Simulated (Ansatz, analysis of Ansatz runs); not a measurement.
# Al-H pair in alpha-quartz: local vibrational mode against experiment

How near does this set-up come to the measured local vibrational mode? Subject: Al-H pair in alpha-quartz. Set-up: PBE, 72-site cell, PBE lattice, 420 eV, k: the single point 1/4 1/4 1/4, symmetric start. The model is a cell of 72 host atoms with Al put on another atom's site and H put in between. The frequencies come from force constants among the defect atom and its neighbours, with the masses of the isotopes named. Another start tests whether the structure found is the lowest.

Measured beforehand: O-H stretch, 1H: 3378 cm⁻¹ at 300 K, by diffuse reflectance FTIR (“Structural evolution of water and hydroxyl groups during thermal, mechanical and chemical treatment of high purity natural quartz”, 2020, pmc:9055915). O-H stretch, 1H: 3313 cm⁻¹ at 300 K, by diffuse reflectance FTIR (“Structural evolution of water and hydroxyl groups during thermal, mechanical and chemical treatment of high purity natural quartz”, 2020, pmc:9055915).

Calculated with Ansatz 0.2.0; plane-wave PAW DFT, PBE; relaxation of all atoms of a defect supercell.

**1. The structure**

The cell holds 73 atoms: 23 Si, 48 O, 1 Al and 1 H. Cell: a = 10.037 Å, b = 10.037 Å, c = 11.018 Å, α = 90.0°, β = 90.0°, γ = 120.0°. It derives from SiO2 (space group P3_221). Nearest the centre at fractional (0.218, 0.159, 0.413): O4 at 0.33 Å, Al12 at 1.31 Å, H73 at 1.33 Å, Si1 at 1.92 Å, O9 at 2.36 Å, O16 at 2.42 Å, O15 at 2.44 Å, O27 at 2.85 Å.

The host's primitive cell comes from a first run (plane-wave PAW DFT, PBE; relaxation of the host's cell and atoms): vectors of 5.018, 5.018 and 5.509 Å. That is 13.35 Å³ an atom, 6.1 % over the diffraction cell's volume. The supercell is built on it.

**2. Relaxation, charge 0**

Every later number rests on the structure around the defect, so the atoms are relaxed at the host's lattice first.

relax/input.yaml reads:

```yaml
relax:
  f_tol: 0.01
  max_steps: 80
  escape_saddle: false
crystal:
  lattice:
    - [10.03667686, 0.0, 0.0]
    - [-5.01833843, 8.69201713, 0.0]
    - [0.0, 0.0, 11.01794814]
  atoms:
    - { symbol: Si, position: [0.238184543, 0.0, 0.333333333] }
    - { symbol: Si, position: [0.0, 0.238184543, 0.166666667] }
    - { symbol: Si, position: [0.261815457, 0.261815457, 0.0] }
    - { symbol: O, position: [0.20720344, 0.128060005, 0.397141941] }
    - { symbol: O, position: [0.371939995, 0.079143435, 0.230475274] }
    - { symbol: O, position: [0.420856565, 0.29279656, 0.063808608] }
    - { symbol: O, position: [0.128060005, 0.20720344, 0.102858059] }
    - { symbol: O, position: [0.079143435, 0.371939995, 0.269524726] }
    - { symbol: O, position: [0.29279656, 0.420856565, 0.436191392] }
    - { symbol: Si, position: [0.238184543, 0.0, 0.833333333] }
    - { symbol: Si, position: [0.0, 0.238184543, 0.666666667] }
    - { symbol: Al, position: [0.261815457, 0.261815457, 0.5] }
    - { symbol: O, position: [0.20720344, 0.128060005, 0.897141941] }
    - { symbol: O, position: [0.371939995, 0.079143435, 0.730475274] }
    - { symbol: O, position: [0.420856565, 0.29279656, 0.563808608] }
    - { symbol: O, position: [0.128060005, 0.20720344, 0.602858059] }
    - { symbol: O, position: [0.079143435, 0.371939995, 0.769524726] }
    - { symbol: O, position: [0.29279656, 0.420856565, 0.936191392] }
    - { symbol: Si, position: [0.238184543, 0.5, 0.333333333] }
    - { symbol: Si, position: [0.0, 0.738184543, 0.166666667] }
    - { symbol: Si, position: [0.261815457, 0.761815457, 0.0] }
    - { symbol: O, position: [0.20720344, 0.628060005, 0.397141941] }
    - { symbol: O, position: [0.371939995, 0.579143435, 0.230475274] }
    - { symbol: O, position: [0.420856565, 0.79279656, 0.063808608] }
    - { symbol: O, position: [0.128060005, 0.70720344, 0.102858059] }
    - { symbol: O, position: [0.079143435, 0.871939995, 0.269524726] }
    - { symbol: O, position: [0.29279656, 0.920856565, 0.436191392] }
    - { symbol: Si, position: [0.238184543, 0.5, 0.833333333] }
    - { symbol: Si, position: [0.0, 0.738184543, 0.666666667] }
    - { symbol: Si, position: [0.261815457, 0.761815457, 0.5] }
    - { symbol: O, position: [0.20720344, 0.628060005, 0.897141941] }
    - { symbol: O, position: [0.371939995, 0.579143435, 0.730475274] }
    - { symbol: O, position: [0.420856565, 0.79279656, 0.563808608] }
    - { symbol: O, position: [0.128060005, 0.70720344, 0.602858059] }
    - { symbol: O, position: [0.079143435, 0.871939995, 0.769524726] }
    - { symbol: O, position: [0.29279656, 0.920856565, 0.936191392] }
    - { symbol: Si, position: [0.738184543, 0.0, 0.333333333] }
    - { symbol: Si, position: [0.5, 0.238184543, 0.166666667] }
    - { symbol: Si, position: [0.761815457, 0.261815457, 0.0] }
    - { symbol: O, position: [0.70720344, 0.128060005, 0.397141941] }
    - { symbol: O, position: [0.871939995, 0.079143435, 0.230475274] }
    - { symbol: O, position: [0.920856565, 0.29279656, 0.063808608] }
    - { symbol: O, position: [0.628060005, 0.20720344, 0.102858059] }
    - { symbol: O, position: [0.579143435, 0.371939995, 0.269524726] }
    - { symbol: O, position: [0.79279656, 0.420856565, 0.436191392] }
    - { symbol: Si, position: [0.738184543, 0.0, 0.833333333] }
    - { symbol: Si, position: [0.5, 0.238184543, 0.666666667] }
    - { symbol: Si, position: [0.761815457, 0.261815457, 0.5] }
    - { symbol: O, position: [0.70720344, 0.128060005, 0.897141941] }
    - { symbol: O, position: [0.871939995, 0.079143435, 0.730475274] }
    - { symbol: O, position: [0.920856565, 0.29279656, 0.563808608] }
    - { symbol: O, position: [0.628060005, 0.20720344, 0.602858059] }
    - { symbol: O, position: [0.579143435, 0.371939995, 0.769524726] }
    - { symbol: O, position: [0.79279656, 0.420856565, 0.936191392] }
    - { symbol: Si, position: [0.738184543, 0.5, 0.333333333] }
    - { symbol: Si, position: [0.5, 0.738184543, 0.166666667] }
    - { symbol: Si, position: [0.761815457, 0.761815457, 0.0] }
    - { symbol: O, position: [0.70720344, 0.628060005, 0.397141941] }
    - { symbol: O, position: [0.871939995, 0.579143435, 0.230475274] }
    - { symbol: O, position: [0.920856565, 0.79279656, 0.063808608] }
    - { symbol: O, position: [0.628060005, 0.70720344, 0.102858059] }
    - { symbol: O, position: [0.579143435, 0.871939995, 0.269524726] }
    - { symbol: O, position: [0.79279656, 0.920856565, 0.436191392] }
    - { symbol: Si, position: [0.738184543, 0.5, 0.833333333] }
    - { symbol: Si, position: [0.5, 0.738184543, 0.666666667] }
    - { symbol: Si, position: [0.761815457, 0.761815457, 0.5] }
    - { symbol: O, position: [0.70720344, 0.628060005, 0.897141941] }
    - { symbol: O, position: [0.871939995, 0.579143435, 0.730475274] }
    - { symbol: O, position: [0.920856565, 0.79279656, 0.563808608] }
    - { symbol: O, position: [0.628060005, 0.70720344, 0.602858059] }
    - { symbol: O, position: [0.579143435, 0.871939995, 0.769524726] }
    - { symbol: O, position: [0.79279656, 0.920856565, 0.936191392] }
    - { symbol: H, position: [0.170942, 0.053162, 0.326978] }
basis:
  ecutwfc: 420
  xc_grid: 2
hamiltonian:
  xc: pbe
kpoints:
  mp_grid: { grid: [1, 1, 1], shift: [0.25, 0.25, 0.25] }
scf:
  occupations: { method: fermi_dirac, width: 0.01 }
  max_iter: 120
output:
  forces: true
checkpoint:
  write: "../relax.run"
  compress: false
  write_wavefunctions: true
  write_every: 100000
```

On the command line:

```bash
ansatz run input.yaml --threads 2 --pin off --max-ram 3768MiB --backend cpu --events-out ev --progress --plain --runs-dir out
```

Numbers of over 12 decimals in the logs are rounded to 6 here.

Output:

```text
[... repeated set-up lines and file paths are left out, and long positions are rounded to six places ...]
Engine: ansatz 0.2.0, aarch64-unknown-linux-gnu
Pseudopotentials: kind: paw
Pseudopotential: Si, paw, valence charge 4, recommended cutoff 420 eV (normal), Si.paw.azcp
Pseudopotential: O, paw, valence charge 6, recommended cutoff 420 eV (normal), O.paw.azcp
Pseudopotential: Al, paw, valence charge 3, recommended cutoff 420 eV (normal), Al.paw.azcp
Pseudopotential: H, paw, valence charge 1, recommended cutoff 420 eV (normal), H.paw.azcp
Functional definition: PBE
  parameter kappa = 0.804
  parameter beta = 0.066725
  exchange = pbe_x(kappa = kappa, mu = beta*pi^2/3)
  correlation = pbe_c(beta = beta)
Crystal: 73 atoms, lattice volume = 961.194 Å³
Basis set: ecut = 420 eV, 18781 PW (Γ), exchange–correlation on 144×144×150 points (8 copies of the dense FFT grid, shifted against one another)
Bands: 265, of which v1, the nominal top of the filled ones, is band 192 counted from 1 (191 counted from 0)
Symmetry: 1 space group operations
Space group: P1 (ITA 1), of the structure as read, at distance tolerance 9.9e-5 Å
k-points: 1
Non-local potential: Si, projectors of the file, l = 0: 2, l = 1: 2, l = 2: 2
Non-local potential: O, projectors of the file, l = 0: 2, l = 1: 2, l = 2: 1
Non-local potential: Al, projectors of the file, l = 0: 2, l = 1: 2, l = 2: 1
Non-local potential: H, projectors of the file, l = 0: 2, l = 1: 1
PAW form: soft (Blöchl's): semilocal exchange-correlation on the pseudo side does not see the compensation charge
PAW one-centre angular grid: Si, 110 points (default); XC on 64 Gauss nodes
PAW one-centre angular grid: O, 110 points (default); XC on 64 Gauss nodes
PAW one-centre angular grid: Al, 110 points (default); XC on 64 Gauss nodes
PAW one-centre angular grid: H, 110 points (default); XC on 64 Gauss nodes
Initial density: superposition of atomic densities (neutral atoms: chi_scale 0, normalization atom), corrected by the library's trained network
Initial wavefunctions: pseudopotential atomic-orbital guess
Functional: x = pbe(κ = 0.804, μ = 0.219515), c = pbe(β = 0.066725)
SCF iter   1: F=—  HF=-42486.193723 eV  |F-HF|=—  |Δ(HF+E_count)|=         —  Δρ=6.71e-3  dr2=5.58e-1  ethr=1.77e-3  ⟨swp⟩=7.0  Hψ=1287  notcnv=0  defer=36
preconditioner: auto → Resta (q_TF=auto, 2.341 Å⁻¹)  ε∞=3.0  [insulator: Δε(μ)=4.395 eV  Ē_g=16.614 eV  σ=0.010 eV  W_gap=1.00  n_scr=212 (ndim 8)  ℏωp=23.5 eV  f_vac=0.149  D(μ)=0.00/eV (n_scr^D=0)  ε∞_Penn≈3.0]
SCF iter   2: F=—  HF=-42486.028657 eV  |F-HF|=—  |Δ(HF+E_count)|=   1.65e-1  Δρ=3.04e-3  dr2=1.03e-1  ethr=1.45e-4  ⟨swp⟩=3.0  Hψ=507  notcnv=0  defer=68
SCF iter   3: F=—  HF=-42485.994765 eV  |F-HF|=—  |Δ(HF+E_count)|=   3.39e-2  Δρ=1.12e-3  dr2=1.87e-2  ethr=2.68e-5  ⟨swp⟩=3.0  Hψ=399  notcnv=0  defer=68
SCF iter   4: F=—  HF=-42485.988940 eV  |F-HF|=—  |Δ(HF+E_count)|=   5.83e-3  Δρ=4.36e-4  dr2=2.20e-3  ethr=4.86e-6  ⟨swp⟩=3.0  Hψ=507  notcnv=0  defer=68
SCF iter   5: F=—  HF=-42485.987463 eV  |F-HF|=—  |Δ(HF+E_count)|=   1.48e-3  Δρ=2.58e-4  dr2=4.89e-4  ethr=5.72e-7  ⟨swp⟩=2.0  Hψ=394  notcnv=0  defer=68
SCF iter   6: F=—  HF=-42485.987376 eV  |F-HF|=—  |Δ(HF+E_count)|=   8.72e-5  Δρ=6.28e-5  dr2=3.26e-5  ethr=1.27e-7  ⟨swp⟩=2.0  Hψ=389  notcnv=0  defer=68
SCF iter   7: F=—  HF=-42485.987388 eV  |F-HF|=—  |Δ(HF+E_count)|=   1.22e-5  Δρ=1.71e-5  dr2=2.58e-6  ethr=8.48e-9  ⟨swp⟩=2.0  Hψ=387  notcnv=0  defer=68
SCF iter   8: F=-42485.987389 eV  HF=-42485.987389 eV  |F-HF|=4.16e-7  |Δ(HF+E_count)|=   1.34e-6  Δρ=1.09e-5  dr2=8.70e-7  ethr=6.51e-10  ⟨swp⟩=4.0  Hψ=785  notcnv=0
SCF 1 converged in 8 iterations: F = -42485.987389 eV  dr2 = 8.70e-7
  greatest PAW one-centre occupation: 0.875 electrons in one spin orbital (limit 2), on the O atom at site 3 (counted from 0), in its partial waves of l = 0
relax step   1: F+E_penalty+E_count = -42485.98738899 eV  Δ(F+E_penalty+E_count) = +0.000e0 eV  max|allowed force component| = 2.500e1 eV/Å  Δτ_max = 0.0000 Å  (8 SCF iters, dr2 threshold 2.50e-6 eV, accepted)
[... the SCF cycles and remarks between the steps are left out from here to the last step ...]
relax step   2: F+E_penalty+E_count = -42490.27809664 eV  Δ(F+E_penalty+E_count) = -4.291e0 eV  max|allowed force component| = 1.276e1 eV/Å  Δτ_max = 0.1376 Å  (5 SCF iters, dr2 threshold 1.00e-4 eV, accepted)
relax step   3: F+E_penalty+E_count = -42493.17881260 eV  Δ(F+E_penalty+E_count) = -2.901e0 eV  max|allowed force component| = 5.894e0 eV/Å  Δτ_max = 0.1986 Å  (5 SCF iters, dr2 threshold 1.00e-4 eV, accepted)
relax step   4: F+E_penalty+E_count = -42494.33744846 eV  Δ(F+E_penalty+E_count) = -1.159e0 eV  max|allowed force component| = 2.129e0 eV/Å  Δτ_max = 0.1948 Å  (5 SCF iters, dr2 threshold 1.00e-4 eV, accepted)
relax step   5: F+E_penalty+E_count = -42494.77404638 eV  Δ(F+E_penalty+E_count) = -4.366e-1 eV  max|allowed force component| = 1.315e0 eV/Å  Δτ_max = 0.2000 Å  (5 SCF iters, dr2 threshold 1.00e-4 eV, accepted)
relax step   6: F+E_penalty+E_count = -42495.11206384 eV  Δ(F+E_penalty+E_count) = -3.380e-1 eV  max|allowed force component| = 9.094e-1 eV/Å  Δτ_max = 0.2000 Å  (6 SCF iters, dr2 threshold 1.00e-4 eV, accepted)
relax step   7: F+E_penalty+E_count = -42495.27835296 eV  Δ(F+E_penalty+E_count) = -1.663e-1 eV  max|allowed force component| = 6.732e-1 eV/Å  Δτ_max = 0.1945 Å  (5 SCF iters, dr2 threshold 1.00e-4 eV, accepted)
relax step   8: F+E_penalty+E_count = -42495.34563592 eV  Δ(F+E_penalty+E_count) = -6.728e-2 eV  max|allowed force component| = 3.140e-1 eV/Å  Δτ_max = 0.2000 Å  (6 SCF iters, dr2 threshold 1.00e-4 eV, accepted)
relax step   9: F+E_penalty+E_count = -42495.36114178 eV  Δ(F+E_penalty+E_count) = -1.551e-2 eV  max|allowed force component| = 4.773e-1 eV/Å  Δτ_max = 0.2000 Å  (5 SCF iters, dr2 threshold 2.14e-5 eV, accepted)
relax step  10: F+E_penalty+E_count = -42495.36589459 eV  Δ(F+E_penalty+E_count) = -4.753e-3 eV  max|allowed force component| = 6.639e-2 eV/Å  Δτ_max = 0.0176 Å  (4 SCF iters, dr2 threshold 4.95e-5 eV, accepted)
relax step  11: F+E_penalty+E_count = -42495.36990676 eV  Δ(F+E_penalty+E_count) = -4.012e-3 eV  max|allowed force component| = 2.161e-1 eV/Å  Δτ_max = 0.1492 Å  (8 SCF iters, dr2 threshold 2.76e-7 eV, accepted)
relax step  12: F+E_penalty+E_count = -42495.37745648 eV  Δ(F+E_penalty+E_count) = -7.550e-3 eV  max|allowed force component| = 2.877e-1 eV/Å  Δτ_max = 0.1118 Å  (6 SCF iters, dr2 threshold 2.92e-6 eV, accepted)
relax step  13: F+E_penalty+E_count = -42495.38844299 eV  Δ(F+E_penalty+E_count) = -1.099e-2 eV  max|allowed force component| = 1.592e-1 eV/Å  Δτ_max = 0.2000 Å  (5 SCF iters, dr2 threshold 8.28e-5 eV, accepted)
relax step  14: F+E_penalty+E_count = -42495.39391784 eV  Δ(F+E_penalty+E_count) = -5.475e-3 eV  max|allowed force component| = 1.276e-1 eV/Å  Δτ_max = 0.0591 Å  (6 SCF iters, dr2 threshold 7.75e-6 eV, accepted)
relax step  15: F+E_penalty+E_count = -42495.39982068 eV  Δ(F+E_penalty+E_count) = -5.903e-3 eV  max|allowed force component| = 4.262e-2 eV/Å  Δτ_max = 0.0375 Å  (6 SCF iters, dr2 threshold 4.99e-6 eV, accepted)
relax step  16: F+E_penalty+E_count = -42495.40049533 eV  Δ(F+E_penalty+E_count) = -6.746e-4 eV  max|allowed force component| = 2.959e-2 eV/Å  Δτ_max = 0.0127 Å  (7 SCF iters, dr2 threshold 2.03e-7 eV, accepted)
SCF iter   1: F=—  HF=-42495.402160 eV  |F-HF|=—  |Δ(HF+E_count)|=         —  Δρ=4.73e-4  dr2=1.25e-3  ethr=3.39e-6  ⟨swp⟩=5.0  Hψ=635  notcnv=0  defer=67
SCF iter   2: F=—  HF=-42495.401950 eV  |F-HF|=—  |Δ(HF+E_count)|=   2.10e-4  Δρ=2.56e-4  dr2=3.67e-4  ethr=3.25e-7  ⟨swp⟩=1.0  Hψ=305  notcnv=0  defer=67
SCF iter   3: F=—  HF=-42495.401918 eV  |F-HF|=—  |Δ(HF+E_count)|=   3.18e-5  Δρ=6.19e-5  dr2=2.41e-5  ethr=9.56e-8  ⟨swp⟩=2.0  Hψ=349  notcnv=0  defer=67
SCF iter   4: F=—  HF=-42495.400677 eV  |F-HF|=—  |Δ(HF+E_count)|=   1.24e-3  Δρ=1.84e-5  dr2=1.89e-6  ethr=6.27e-9  ⟨swp⟩=2.0  Hψ=390  notcnv=0  defer=67
SCF iter   5: F=—  HF=-42495.400678 eV  |F-HF|=—  |Δ(HF+E_count)|=   7.50e-7  Δρ=5.79e-6  dr2=2.70e-7  ethr=4.92e-10  ⟨swp⟩=2.0  Hψ=390  notcnv=0  defer=67
SCF iter   6: F=-42495.400678 eV  HF=-42495.400678 eV  |F-HF|=4.60e-9  |Δ(HF+E_count)|=   1.33e-8  Δρ=2.43e-6  dr2=4.78e-8  ethr=2.60e-11  ⟨swp⟩=5.0  Hψ=977  notcnv=0
SCF 17 converged in 6 iterations: F = -42495.400678 eV  dr2 = 4.78e-8
relax step  17: F+E_penalty+E_count = -42495.40067770 eV  Δ(F+E_penalty+E_count) = -1.824e-4 eV  max|allowed force component| = 9.113e-3 eV/Å  Δτ_max = 0.0069 Å  (6 SCF iters, accepted)
NSCF: frozen V_eff on 1 k-points
the band table was solved once a step of the walk had ended and its energy, with any forces and stress, was formed, with the checks that follow a solve (1294 applications of the Hamiltonian). They found nothing against the state; [...]
SCF converged after 6 iterations
Free energy (F): -42495.400678 eV
Harris-Foulkes:  -42495.400678 eV  (|F-HF|=4.60e-9)
Internal energy: -42495.400678 eV  (E = F + TS)
E sigma→0 (E₀):  -42495.400678 eV
Fermi energy:    5.317107 eV
--- Per-component energies (eV) ---
  E_band       = -1812.206715
  E_kinetic    = 9626.728318
  E_local      = -24342.897658  (includes V_loc(G=0)·N_el)
  E_nonlocal   = 2864.190183
  E_hartree    = 8774.409519
  E_xc         = -4887.980942
  E_vxc        = -5673.681438  (∫ρ·V_xc dr)
  E_paw        = -19900.871812  (= ΣΔE_a)
  E_vpaw       = -1835.488747  (= ΣTr[D̂ρ^β])
  E_aug_tail   = 0.123189  (compensation charges beyond the density's cutoff)
  E_ewald      = -14629.101476
  E_smearing   = -0.000000  (= −TS)
  E_closure    = -0.000000  (closes the sum)
  Σ components = -42495.400678   (vs F -42495.400678, Δ=0.00e0)
--- Forces (eV/Å), atoms counted from 1 ---
  atom   1  Si     0.00224757    -0.00493561    -0.00063265
  atom   2  Si    -0.00201348    -0.00075293     0.00567809
  [... 1 atom left out ...]
  atom   4  O      0.00035065     0.00086577     0.00089289
  atom   5  O      0.00511291     0.00100966    -0.00002010
  [... 3 atoms left out ...]
  atom   9  O      0.00024208     0.00185168     0.00023632
  [... 2 atoms left out ...]
  atom  12  Al    -0.00037673     0.00023791     0.00289347
  [... 2 atoms left out ...]
  atom  15  O     -0.00848566     0.00134004    -0.00911298
  atom  16  O     -0.00480845     0.00028722     0.00405322
  [... 9 atoms left out ...]
  atom  26  O     -0.00154540    -0.00325119    -0.00300525
  atom  27  O     -0.00028499     0.00265471    -0.00413458
  [... 45 atoms left out ...]
  atom  73  H     -0.00403226     0.00516721     0.00126684
  max |Σ_I F_I| component: 3.09e-5 eV/Å
--- Band table (eV) ---
  k-point 0: bands = ["-17.7018", "-17.0736", "-16.9413", "-16.9183", [... 257 left out ...] "13.7147", "13.7686", "13.8221", "13.8773"]
--- Relaxed structure (17 steps of the walk, 17 accepted, 0 SCFs on fresh bases) ---
  F+E_penalty+E_count = -42495.40067770 eV   max|allowed force component| = 9.113e-3 eV/Å
  atoms:
    - { symbol: Si, position: [0.229563, -0.011895, 0.330229] }
    - { symbol: Si, position: [0.000832, 0.243728, 0.162223] }
    [... 1 atom left out ...]
    - { symbol: O, position: [0.168833, 0.100493, 0.398710] }
    - { symbol: O, position: [0.364071, 0.089275, 0.235532] }
    [... 3 atoms left out ...]
    - { symbol: O, position: [0.296283, 0.428175, 0.428183] }
    [... 2 atoms left out ...]
    - { symbol: Al, position: [0.268915, 0.270446, 0.508022] }
    [... 2 atoms left out ...]
    - { symbol: O, position: [0.435749, 0.274670, 0.548432] }
    - { symbol: O, position: [0.131588, 0.206684, 0.620204] }
    [... 9 atoms left out ...]
    - { symbol: O, position: [0.075168, 0.859082, 0.264753] }
    - { symbol: O, position: [0.290376, 0.921475, 0.436369] }
    [... 45 atoms left out ...]
    - { symbol: H, position: [0.055943, 0.044974, 0.410070] }
```

The job ended after 4.9 min (2 threads of Arm Neoverse V2, shared host; peak memory 1.6 GiB).

(Part 1 of 2 ends here.)

[Logs are printed without paths, hosts, clocks, repeated set-up lines and the standing remarks that a program may print on its own settings, such as how far it seeks lower states.]

[Hosts, paths, dates, database ids (printed as entryN), source tags and the programs' standing remarks are cut or masked in the printed files.]

[For some hosts the program warned that the k-mesh of the response run may be too coarse for force constants and the static dielectric constant; such warnings are not shown here.]
